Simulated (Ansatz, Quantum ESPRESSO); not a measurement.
# germanene, 1 layer: the dipole at a withheld member of a series

**Set-up.** Quantum ESPRESSO 7.5, PBE, GBRV ultrasoft. Cell and atoms are relaxed without a field with a D3(BJ) correction and then held. Sawtooth field with dipole correction, 17 Å of vacuum in the starting cell, Fermi-Dirac smearing of 0.002 Ry; bands along a path at each field. The series steps the field along the normal.

```
field along the normal  dipole (e Å)
                 0 V/Å        0.0000
              0.05 V/Å        0.0134
               0.1 V/Å        0.0267
               0.3 V/Å        0.0802
               0.4 V/Å        0.1070
```

One more run was made and is withheld. What is the dipole at 0.2 V/Å?

**Worked estimate.** The rows at 0.1 V/Å and 0.3 V/Å give a slope of (0.0802 − (0.0267))/(0.3 − (0.1)) = 0.2675, so a straight line gives 0.0534 e Å. A parabola through these and the row at 0.05 V/Å gives 0.0534 e Å.

**The withheld run.** 0.0534 e Å. The line misses by 0.0000 and the parabola by 0.0000 e Å. Both misses are under 5 % of the step from the nearer row.

**Limits.** Ions are held; semilocal gaps are too small; in strong fields empty levels can belong to the vacuum; one stacking. Members without a usable value, or on the other side of zero field or charge, are not listed.

[Logs are printed without paths, hosts, clocks, repeated set-up lines and the standing remarks that a program may print on its own settings, such as how far it seeks lower states.]
